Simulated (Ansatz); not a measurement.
# Si2W (I4/mmm) under uniaxial strain along c, part 2 of 2

Aim: how do the optical modes of Si2W (I4/mmm) shift and split under this strain?

Ansatz 0.2.0; DFT PBEsol, scalar-relativistic, plane waves, PAW; PAW set soft_1.

So far, highest optical mode at the zone centre (no LO-TO term) (cm⁻¹): step 4 (zone-centre response at rest) 449; step 6 (strain 4 %) 392.

### Step 7. Relaxation of a member: uniaxial strain of -4 % along c (continued)

Step by step:

| step | energy less that of the first step (eV) | largest force component (eV/Å) | pressure (GPa) | volume (Å³) |
| --- | --- | --- | --- | --- |
| 1 | 0.0000 | 0.0090 | 9.25 | 38.90 |
| 2 | -0.0004 | 0.0101 | 7.98 | 39.11 |
| 3 | -0.0005 | 0.0019 | 8.33 | 39.05 |
| 4 | -0.0005 | 0.0006 | 8.34 | 39.05 |
| 5* | -0.0005 | 0.0006 | 8.34 | 39.05 |

Relaxation steps marked * repeat the geometry before them on a plane-wave basis chosen anew for their cell, so energy and pressure can jump there.

Forces are held to the 16 operations that the run works with; a distortion that breaks them can't arise in this run.

| conventional cell, symmetrised | before | after | change |
| --- | --- | --- | --- |
| a (Å) | 3.220 | 3.226 | +0.2 % |
| b (Å) | 3.220 | 3.226 | +0.2 % |
| c (Å) | 7.503 | 7.503 | -0.0 % |
| volume (Å³/atom) | 12.97 | 13.02 | +0.4 % |

Final coordinates:

```cif
data_structure
_symmetry_space_group_name_H-M 'P 1'
_symmetry_Int_Tables_number 1
_cell_length_a 4.3908
_cell_length_b 4.3908
_cell_length_c 4.3908
_cell_angle_alpha 136.891
_cell_angle_beta 136.891
_cell_angle_gamma 62.605
_cell_volume 39.05
loop_
_atom_site_label
_atom_site_type_symbol
_atom_site_fract_x
_atom_site_fract_y
_atom_site_fract_z
_atom_site_occupancy
Si1 Si 0.33428 0.33428 0.00000 1
Si2 Si 0.66572 0.66572 0.00000 1
W3 W 0.00000 0.00000 0.00000 1
```

This step gave:

| Item | Value |
| --- | --- |
| pressure | 8.337 GPa |
| volume per atom | 13.02 Å³ |

The largest force component left is 0.57 meV/Å.

### Step 8. Zone-centre modes of the member: uniaxial strain of -4 % along c

The zone-centre modes follow for uniaxial strain of -4 % along c.

The input, input.yaml:

```yaml
crystal:
  lattice:
    - [-1.6131050052, 1.6131050052, 3.7516400023]
    - [1.6131050052, -1.6131050052, 3.7516400023]
    - [1.6131050052, 1.6131050052, -3.7516400023]
  atoms:
    - { symbol: Si, position: [0.3342785415, 0.3342785415, 0.0] }
    - { symbol: Si, position: [0.6657214585, 0.6657214585, 0.0] }
    - { symbol: W, position: [0.0, 0.0, 0.0] }
kpoints:
  mp_grid: { grid: [20, 20, 20] }
hamiltonian:
  xc: pbesol
  pseudopotentials: { kind: paw, azcp: { folder: soft_1 }, xc_functional: pbe }
scf:
  occupations: { method: methfessel_paxton, width: 0.2 }
output:
  eigenvalues: true
phonons:
  method: dfpt
```

Run with:

```
ansatz run input.yaml --threads 4 --pin off --max-ram 10240MiB --backend cpu --events-out ev --progress --plain --runs-dir out
```

It took 91 s on 4 threads of Arm Neoverse V1, shared host; peak memory 2 GiB.

Numbers from this step:

| Quantity | Value |
| --- | --- |
| sum-rule residual before enforcement | 6.89e-6 eV/Å² |
| highest optical mode at the zone centre (no LO-TO term) | 512.9 cm⁻¹ |
| lowest optical zone-centre mode | 263.9 cm⁻¹ |

Patterns of degenerate modes are one choice out of their space. Modes at Γ, with each element's share of the kinetic energy:

| mode | frequency (cm⁻¹) | symmetry | Si % | W % |
| --- | --- | --- | --- | --- |
| 1 | 0.0 | acoustic | 23 | 77 |
| 2 | 0.0 | acoustic | 23 | 77 |
| 3 | 0.0 | acoustic | 23 | 77 |
| 4 | 263.9 | Eu | 77 | 23 |
| 5 | 263.9 | Eu | 77 | 23 |
| 6 | 344.6 | Eg | 100 | 0 |
| 7 | 344.6 | Eg | 100 | 0 |
| 8 | 355.0 | A2u | 77 | 23 |
| 9 | 512.9 | A1g | 100 | 0 |

Displacements in mode 4 (263.9 cm⁻¹), the largest set to 1:
```
Si1 -0.25  1.00  0.00
Si2 -0.25  1.00  0.00
W3   0.08 -0.31  0.00
```

Displacements in mode 9 (512.9 cm⁻¹), the largest set to 1:
```
Si1  0.00  0.00  1.00
Si2  0.00  0.00 -1.00
W3   0.00  0.00  0.00
```

The lowest optical mode is real, 264 cm⁻¹, and the highest lies at 512.9 cm⁻¹.

For the highest optical mode at the zone centre (no LO-TO term), step 4 gave 449 cm⁻¹; this run, with strain -4 %, gives 513 cm⁻¹ (+14 %).

### Step 9. The series together

The members are set side by side, also those not shown above.

Stress is positive in compression; energies are extrapolated to zero smearing, and E0 is that at rest; the edges not held and the atoms are relaxed in each cell; all runs use 20×20×20 k points and Methfessel-Paxton smearing of 0.2 eV. State of the crystal along the series:

| strain (%) | stress along the axis (GPa) | free strain along a (%) | free strain along b (%) | E - E0 (meV/atom) |
| --- | --- | --- | --- | --- |
| -4 | 25.01 | 0.7264 | 0.7264 | 39.85 |
| -3 | 17.99 | 0.54 | 0.54 | 21.74 |
| -2 | 11.5 | 0.3571 | 0.3571 | 9.375 |
| -1 | 5.513 | 0.1772 | 0.1772 | 2.277 |
| 0 | 2.45e-4 | 0 | 0 | 0 |
| 1 | -5.045 | -0.1742 | -0.1742 | 2.122 |
| 2 | -9.607 | -0.3475 | -0.3475 | 8.225 |
| 3 | -13.71 | -0.5202 | -0.5202 | 17.89 |
| 4 | -17.38 | -0.6931 | -0.6931 | 30.74 |

Optical modes are counted from below at rest and tracked from member to member by their patterns, and modes that stay within 0.3 cm⁻¹ of each other stand once; labels, where given, are those at rest; the edges not held and the atoms are relaxed in each cell; all runs use 20×20×20 k points and Methfessel-Paxton smearing of 0.2 eV. Optical modes along the series:

| strain (%) | optical mode 1 Eu (cm⁻¹) | optical mode 2 A2u (cm⁻¹) | optical mode 3 Eg (cm⁻¹) | optical mode 4 A1g (cm⁻¹) |
| --- | --- | --- | --- | --- |
| -4 | 263.9 | 355 | 344.6 | 512.9 |
| -3 | 263.7 | 342 | 344.5 | 495.8 |
| -2 | 263.4 | 329.4 | 343.8 | 479.4 |
| -1 | 262.9 | 317.2 | 342.7 | 463.9 |
| 0 | 262.2 | 305.4 | 341.1 | 449 |
| 1 | 261.4 | 294.1 | 339 | 434.3 |
| 2 | 260.5 | 283.1 | 336.5 | 419.6 |
| 3 | 259.5 | 272.6 | 333.7 | 405.5 |
| 4 | 258.4 | 262.5 | 330.5 | 392.4 |

Value and slope at zero strain of a cubic (a lower polynomial where under five rows exist) through the rows within 2 % of rest. Slopes at rest:

| mode | frequency (cm⁻¹) | shift per percent of strain (cm⁻¹) | shift per GPa of compressive stress (cm⁻¹) |
| --- | --- | --- | --- |
| optical mode 1 Eu | 262.2 | -0.75 | 0.14 |
| optical mode 2 A2u | 305.4 | -11.57 | 2.19 |
| optical mode 3 Eg | 341.1 | -1.85 | 0.35 |
| optical mode 4 A1g | 449 | -14.73 | 2.79 |

### Step 10. Outcome

| Item | Value |
| --- | --- |
| members | 9 |
| highest optical mode at the zone centre (no LO-TO term), at rest | 449.0 cm⁻¹ |
| Young’s modulus along c | 528 GPa |
| optical mode 1 Eu, shift per percent | -0.75 cm⁻¹ |
| optical mode 2 A2u, shift per percent | -11.57 cm⁻¹ |
| optical mode 3 Eg, shift per percent | -1.85 cm⁻¹ |
| optical mode 4 A1g, shift per percent | -14.73 cm⁻¹ |

**Reading.** The stress changes by 5.28 GPa for each percent, a Young’s modulus of 528 GPa along c. For each percent the free edge responds with -0.18 %. Within 2 % of rest optical mode 3 Eg bends away from a straight line, so a single slope holds only near rest. The fastest shift in the table of slopes is -14.7 cm⁻¹ for each percent (optical mode 4 A1g), or 2.8 cm⁻¹ for each GPa of compressive stress. For small strain, the measured shift of a line that Raman or infrared light can see, divided by its slope, estimates the stress, if the state of stress is of this kind. These are harmonic frequencies at zero temperature: anharmonic shifts, linewidths and thermal expansion are left out. Spin-orbit coupling is left out, which can matter for the heavy elements here. With no gap, or one that is small against the smearing, the frequencies hang on the k mesh and the smearing, most of all near Kohn anomalies. The PAW files were made for PBE; the program adapts parts of them to the functional of the run, but their partial waves stay those of PBE, an approximation that was not tested in this session. Only the zone centre was solved, so an instability at another wavevector cannot show here.

[Logs are printed without paths, hosts, clocks, repeated set-up lines and the standing remarks that a program may print on its own settings, such as how far it seeks lower states.]

[Hosts, paths, dates, database ids (printed as entryN), source tags and the programs' standing remarks are cut or masked in the printed files.]
